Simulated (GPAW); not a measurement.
## Conductance along a series: a Sb chain with one atom pushed aside at constant bond length

How does transport respond as one structural variable is stepped? The junctions: a Sb chain with one atom pushed aside at constant bond length.

Main program and level: GPAW 26.7.0; GPAW LCAO, PAW setups; Landauer transmission from Green's functions with principal layers (ASE), zero bias.

Report form: the programs' logs are mostly left out.

## 1. The starting structure

The cell holds 9 atoms: 9 Sb. Cell: a = 9.000 Å, b = 9.000 Å, c = 24.717 Å, α = 90.0°, β = 90.0°, γ = 90.0°. Regions: left lead, 4 atoms (4 Sb); channel, 1 atom (1 Sb); right lead, 4 atoms (4 Sb). Vacuum lies along a and b. The structure is stacked along c, and the current runs across the ab planes.

## 2. Member of the series, offset 0.3 Å

The structure changes from member to member while basis and functional stay, so that the trend is less open to errors of the level than any single value.

The input, run.py:

```python
import json
import numpy as np
from ase import Atoms
from ase.transport.calculators import TransportCalculator
from gpaw import GPAW, FermiDirac
from gpaw.lcao.tools import get_lcao_hamiltonian
from scipy.linalg import eigh

# The junction with lead layers at both ends, along the third cell vector
device = Atoms(
    ['Sb', 'Sb', 'Sb', 'Sb', 'Sb', 'Sb', 'Sb', 'Sb', 'Sb'],
    positions=[
        [4.50000, 4.50000, 1.37500],
        [4.50000, 4.50000, 4.12500],
        [4.50000, 4.50000, 6.87500],
        [4.50000, 4.50000, 9.62500],
        [4.80000, 4.50000, 12.35859],
        [4.50000, 4.50000, 15.09217],
        [4.50000, 4.50000, 17.84217],
        [4.50000, 4.50000, 20.59217],
        [4.50000, 4.50000, 23.34217]],
    cell=[[9.0, 0.0, 0.0], [0.0, 9.0, 0.0], [0.0, 0.0, 24.71717]],
    pbc=True)

# One principal layer of the lead: the first 2 atoms of the device
lead = Atoms(
    ['Sb', 'Sb'],
    positions=[
        [4.50000, 4.50000, 1.37500],
        [4.50000, 4.50000, 4.12500]],
    cell=[[9.0, 0.0, 0.0], [0.0, 9.0, 0.0], [0.0, 0.0, 5.5]],
    pbc=True)

settings = dict(mode='lcao', basis='dzp', xc='PBE', h=0.2,
                occupations=FermiDirac(0.1), maxiter=250,
                mixer=dict(beta=0.1, nmaxold=8, weight=100.0),
                convergence=dict(density=0.0001))
energies = np.arange(-2, 2 + 1e-9, 0.05)
eta = 0.0001
n1, n2 = 1, 1
# k and -k transmit alike, so half of the mesh across the current serves
mesh = [(i, j) for i in range(n1) for j in range(n2) if (i, j) <= (-i % n1, -j % n2)]
weights = np.array([1 if (i, j) == (-i % n1, -j % n2) else 2 for i, j in mesh]) / (n1 * n2)

# [... helper functions left out ...]
fermi_lead = ground_state(lead, (1, 1, 20), 'lead.txt')
fermi_device = ground_state(device, (1, 1, 3), 'device.txt')
# [... loop over the mesh left out, but for ...]
        # Shift the lead onto the potential of the device's first layer
        shift = ((H[:, 0, 0] - H0[:, 0, 0]) / S0[0, 0]).real.mean()
# [...]
kT = 8.617333e-5 * 500
bias = [0.1, 0.2, 0.5, 1.0, 1.5, 2.0]
# [... integrals and printing left out ...]
```

Started as:

```console
OMP_NUM_THREADS=1 OPENBLAS_NUM_THREADS=1 python run.py
```

Wall time 21 s (1 thread of Arm Neoverse V2, shared host); peak memory 0.81 GiB.

This step gave:

* conductance: 2.997 G₀
* largest coupling past the next principal layer: 7.84e-5 eV
* largest misfit of the first principal layer: 0.004046 eV
* shift that aligns the lead: -0.006461 eV
* basis functions of the junction: 207
* basis functions of a principal layer: 46
* transmission at the Fermi level (one spin): 2.997

One spin. Transmission, zone mean against energy, zero at the Fermi level:

```
energy (eV)  transmission, zone mean
     -2.000                    0.997
     -1.800                    0.992
     -1.600                    0.581
     -1.400                     2.91
     -1.200                     2.96
     -1.000                     2.98
     -0.800                     2.99
     -0.600                     2.99
     -0.400                     3.00
     -0.200                     3.00
      0.000                     3.00
      0.200                     3.00
      0.300                     3.00
      0.400                     3.00
      0.600                     3.00
      0.800                     3.00
      1.000                     3.00
      1.200                     2.99
      1.400                     2.99
      1.600                     2.97
      1.800                     2.92
      2.000                    0.980
```

Not self-consistent under bias; the bias window is split evenly. Current through one cell, from the zero-bias transmission against bias:

```
bias (V)  current through one cell, from the zero-bias transmission (μA)
   0.100                                                            23.2
   0.200                                                            46.4
   0.500                                                             116
   1.000                                                             232
   1.500                                                             348
   2.000                                                             464
```

Transmission of the three most open eigenchannels against energy, zero at the Fermi level:

```
energy (eV)  channel 1  channel 2  channel 3
     -2.000      0.997    3.8e-12          0
     -1.800      0.992    3.8e-12    1.1e-12
     -1.600      0.579    0.00163     2.6e-4
     -1.400      0.997      0.980      0.934
     -1.200      0.998      0.994      0.972
     -1.000      0.998      0.998      0.987
     -0.800      0.999      0.999      0.993
     -0.600      0.999      0.999      0.996
     -0.400      0.999      0.999      0.998
     -0.200      0.999      0.999      0.999
      0.000      0.999      0.999      0.999
      0.200      0.999      0.999      0.999
      0.400      1.000      0.999      0.999
      0.600      1.000      0.999      0.999
      0.800      1.000      0.999      0.998
      1.000      0.999      0.999      0.997
      1.200      0.999      0.999      0.994
      1.400      0.999      0.999      0.988
      1.600      0.999      0.998      0.974
      1.800      0.998      0.993      0.932
      2.000      0.980     1.2e-6     5.8e-7
```

Couplings past the next layer reach 7.8e-5 eV, small enough to drop; the matrix elements of the cell's first layer differ from the bulk lead's by up to 0.0040 eV. That layer keeps its own values in the calculation, and only beyond it is the lead taken as perfect. The Fermi levels of lead and junction count from different zeros of potential, one for each periodic cell; with both set to zero, the small remaining shift is what aligns them. By hand: G = 2.997 × 77.48 μS = 232 μS, a resistance of 4.31 kΩ; at 0.1 V a linear junction would pass 23.2 μA, and the integral over the bias window gives 23.2 μA.

## 3. Junction: offset = 0.6

The cell differs from the one that the last finished run ended in (c 24.717 → 24.617 Å).

run.py, as its differences from that of step 2:

```diff
@@ -16,8 +16,8 @@
         [4.50000, 4.50000, 9.62500],
-        [4.80000, 4.50000, 12.35859],
-        [4.50000, 4.50000, 15.09217],
-        [4.50000, 4.50000, 17.84217],
-        [4.50000, 4.50000, 20.59217],
-        [4.50000, 4.50000, 23.34217]],
-    cell=[[9.0, 0.0, 0.0], [0.0, 9.0, 0.0], [0.0, 0.0, 24.71717]],
+        [5.10000, 4.50000, 12.30875],
+        [4.50000, 4.50000, 14.99249],
+        [4.50000, 4.50000, 17.74249],
+        [4.50000, 4.50000, 20.49249],
+        [4.50000, 4.50000, 23.24249]],
+    cell=[[9.0, 0.0, 0.0], [0.0, 9.0, 0.0], [0.0, 0.0, 24.61749]],
     pbc=True)
```

It took 21 s on 1 thread; peak memory 0.82 GiB.

Numbers from this step:

```yaml
conductance: 2.990 G₀
largest_misfit_of_the_first_principal_layer: 0.01100 eV
shift_that_aligns_the_lead: 0.001862 eV
transmission_at_the_fermi_level_one_spin: 2.990
```

One spin. Transmission, zone mean against energy, zero at the Fermi level:

```
energy (eV)  transmission, zone mean
      -2.00                    0.957
      -1.90                    0.942
      -1.80                    0.914
      -1.70                    0.851
      -1.55                     2.23
      -1.45                     2.61
      -1.35                     2.74
      -1.25                     2.82
      -1.15                     2.86
      -1.05                     2.90
      -0.90                     2.93
      -0.80                     2.95
      -0.70                     2.96
      -0.60                     2.97
      -0.50                     2.98
      -0.40                     2.98
      -0.25                     2.99
      -0.15                     2.99
      -0.05                     2.99
       0.00                     2.99
       0.05                     2.99
       0.15                     2.99
       0.20                     2.99
       0.25                     2.99
       0.40                     2.99
       0.50                     2.99
       0.60                     2.99
       0.70                     2.98
       0.80                     2.98
       0.90                     2.97
       1.05                     2.96
       1.15                     2.94
       1.25                     2.93
       1.35                     2.90
       1.45                     2.87
       1.55                     2.83
       1.70                     2.73
       1.80                     2.62
       1.90                     2.41
       2.00                    0.959
```

Not self-consistent under bias; the bias window is split evenly. Current through one cell, from the zero-bias transmission against bias:

```
bias (V)  current through one cell, from the zero-bias transmission (μA)
   0.100                                                            23.2
   0.200                                                            46.3
   0.500                                                             116
   1.000                                                             231
   1.500                                                             347
   2.000                                                             461
```

The transmission of the three most open eigenchannels by energy, zero at the Fermi level:

```
energy (eV)  channel 1  channel 2  channel 3
      -2.00      0.957          0          0
      -1.85      0.930          0          0
      -1.70      0.851    8.7e-11    7.3e-11
      -1.60      0.548     8.0e-6     8.7e-7
      -1.45      0.994      0.957      0.659
      -1.30      0.997      0.990      0.797
      -1.15      0.998      0.997      0.867
      -1.05      0.998      0.998      0.899
      -0.90      0.999      0.998      0.933
      -0.75      0.999      0.998      0.956
      -0.60      0.999      0.999      0.971
      -0.50      0.999      0.999      0.977
      -0.35      0.999      0.999      0.985
      -0.20      0.999      0.999      0.990
      -0.05      0.999      0.998      0.993
       0.00      0.999      0.998      0.994
       0.05      0.999      0.998      0.994
       0.20      0.999      0.997      0.996
       0.35      0.999      0.997      0.994
       0.50      0.999      0.998      0.991
       0.60      0.999      0.999      0.988
       0.75      0.999      0.999      0.981
       0.90      0.999      0.999      0.972
       1.05      0.999      0.999      0.957
       1.15      0.999      0.999      0.944
       1.30      0.999      0.999      0.917
       1.45      0.999      0.998      0.875
       1.60      0.999      0.998      0.807
       1.70      0.999      0.997      0.736
       1.85      0.995      0.993      0.544
       2.00      0.959     4.6e-6     5.3e-7
```

The conductance, 2.99 G₀, lies 0.2 % below that of the member before.

## 4. Member of the series: offset = 0.9

The cell differs from the one that the last finished run ended in (c 24.617 → 24.447 Å).

run.py, as its differences from that of step 3:

```diff
@@ -16,8 +16,8 @@
         [4.50000, 4.50000, 9.62500],
-        [5.10000, 4.50000, 12.30875],
-        [4.50000, 4.50000, 14.99249],
-        [4.50000, 4.50000, 17.74249],
-        [4.50000, 4.50000, 20.49249],
-        [4.50000, 4.50000, 23.24249]],
-    cell=[[9.0, 0.0, 0.0], [0.0, 9.0, 0.0], [0.0, 0.0, 24.61749]],
+        [5.40000, 4.50000, 12.22356],
+        [4.50000, 4.50000, 14.82211],
+        [4.50000, 4.50000, 17.57211],
+        [4.50000, 4.50000, 20.32211],
+        [4.50000, 4.50000, 23.07211]],
+    cell=[[9.0, 0.0, 0.0], [0.0, 9.0, 0.0], [0.0, 0.0, 24.44711]],
     pbc=True)
```

Wall time 23 s (1 thread); peak memory 0.82 GiB.

One spin. Table of transmission, zone mean by energy, zero at the Fermi level:

```
energy (eV)  transmission, zone mean
      -2.00                    0.827
      -1.90                    0.793
      -1.80                    0.747
      -1.70                    0.679
      -1.55                     2.02
      -1.45                     2.39
      -1.35                     2.54
      -1.25                     2.62
      -1.15                     2.68
      -1.05                     2.73
      -0.90                     2.80
      -0.80                     2.83
      -0.70                     2.86
      -0.60                     2.88
      -0.50                     2.90
      -0.40                     2.92
      -0.25                     2.94
      -0.15                     2.94
      -0.05                     2.95
       0.00                     2.95
       0.05                     2.95
       0.10                     2.95
       0.15                     2.95
       0.25                     2.95
       0.40                     2.94
       0.50                     2.93
       0.60                     2.91
       0.70                     2.89
       0.80                     2.87
       0.90                     2.84
       1.05                     2.79
       1.15                     2.75
       1.25                     2.70
       1.35                     2.65
       1.45                     2.59
       1.55                     2.51
       1.70                     2.38
       1.80                     2.27
       1.90                     2.12
       2.00                    0.990
```

The conductance, 2.95 G₀, lies 1.4 % below that of the member before.

## 5. Member of the series: offset = 1.2

The cell differs from the one that the last finished run ended in (c 24.447 → 24.199 Å).

run.py, as its differences from that of step 4:

```diff
@@ -16,8 +16,8 @@
         [4.50000, 4.50000, 9.62500],
-        [5.40000, 4.50000, 12.22356],
-        [4.50000, 4.50000, 14.82211],
-        [4.50000, 4.50000, 17.57211],
-        [4.50000, 4.50000, 20.32211],
-        [4.50000, 4.50000, 23.07211]],
-    cell=[[9.0, 0.0, 0.0], [0.0, 9.0, 0.0], [0.0, 0.0, 24.44711]],
+        [5.70000, 4.50000, 12.09937],
+        [4.50000, 4.50000, 14.57374],
+        [4.50000, 4.50000, 17.32374],
+        [4.50000, 4.50000, 20.07374],
+        [4.50000, 4.50000, 22.82374]],
+    cell=[[9.0, 0.0, 0.0], [0.0, 9.0, 0.0], [0.0, 0.0, 24.19874]],
     pbc=True)
```

Elapsed: 22 s, on 1 thread; peak memory 0.8 GiB.

The conductance, 2.80 G₀, lies 5.1 % below that of the member before.

## 6. Comparing the runs

Times are for 1 thread of Arm Neoverse V2, shared host. The series side by side:

```
no.  offset (Å)  conductance (G₀)  time  memory (GiB)
  1         0.3             2.997  21 s          0.81
  2         0.6             2.990  21 s          0.82
  3         0.9             2.949  23 s          0.82
  4         1.2             2.798  22 s           0.8
```

The runs together. Transmission, zone mean against energy, zero at the Fermi level:

```
energy (eV)    0.3    0.6    0.9    1.2
    -2.0000  0.997  0.957  0.827  0.649
    -1.7500  0.989  0.890  0.716  0.655
    -1.5000   2.83   2.48   2.26   2.11
    -1.2500   2.96   2.82   2.62   2.45
    -1.0000   2.98   2.91   2.76   2.58
    -0.7500   2.99   2.95   2.85   2.68
    -0.5000   3.00   2.98   2.90   2.75
    -0.2500   3.00   2.99   2.94   2.79
    -0.1000   3.00   2.99   2.95   2.80
     0.0000   3.00   2.99   2.95   2.80
     0.1000   3.00   2.99   2.95   2.79
     0.2000   3.00   2.99   2.95   2.78
     0.2500   3.00   2.99   2.95   2.77
     0.3000   3.00   2.99   2.94   2.76
     0.5000   3.00   2.99   2.93   2.71
     0.7500   3.00   2.98   2.88   2.62
     1.0000   3.00   2.96   2.81   2.51
     1.2500   2.99   2.93   2.70   2.38
     1.5000   2.98   2.85   2.55   2.25
     1.7500   2.94   2.68   2.33   2.10
     2.0000  0.980  0.959  0.990  0.999
```

The runs together. Current through one cell, from the zero-bias transmission against bias:

```
bias (V)  0.3 (μA)  0.6 (μA)  0.9 (μA)  1.2 (μA)
   0.100      23.2      23.2      22.8      21.7
   0.200      46.4      46.3      45.7      43.3
   0.500       116       116       114       108
   1.000       232       231       228       215
   1.500       348       347       340       319
   2.000       464       461       449       420
```

## 7. Grid spacing 0.25

The real-space grid carries density and potential; a coarse one breaks translation symmetry along the lead and scatters electrons that should pass.

run.py, as its differences from that of step 5:

```diff
@@ -33,3 +33,3 @@
 
-settings = dict(mode='lcao', basis='dzp', xc='PBE', h=0.2,
+settings = dict(mode='lcao', basis='dzp', xc='PBE', h=0.25,
                 occupations=FermiDirac(0.1), maxiter=250,
```

It took 16 s on 1 thread; peak memory 0.49 GiB.

The run finished with changed settings (h = 0.25); it serves as a test.

## 8. Summary of results

| Property | Result |
| --- | --- |
| conductance, first and last member | 3.00 and 2.80 G₀ |
| largest and smallest | 3.00 and 2.80 G₀ |

As the sideways shift goes from 0.3 to 1.2 Å, the conductance goes from 3.00 to 2.80 G₀. The conductance falls at every step of the series. The geometry was built from estimated bond lengths and not relaxed, so the numbers describe this model structure. The run had no spin polarisation, so a magnetic state, which chains and small molecules with open shells often have, wasn't tested. Spin-orbit coupling is left out, which matters for the heavy atoms here. An evenly spaced straight chain is an idealisation: free chains tend to dimerise, zigzag or, where a band edge lies near the Fermi level, turn magnetic. The currents use the zero-bias T(E) throughout, which holds only while the bias is small against the distance to the nearest feature.

[Logs are printed without paths, hosts, clocks, repeated set-up lines and the standing remarks that a program may print on its own settings, such as how far it seeks lower states.]

[Hosts, paths, dates, database ids (printed as entryN), source tags and the programs' standing remarks are cut or masked in the printed files.]
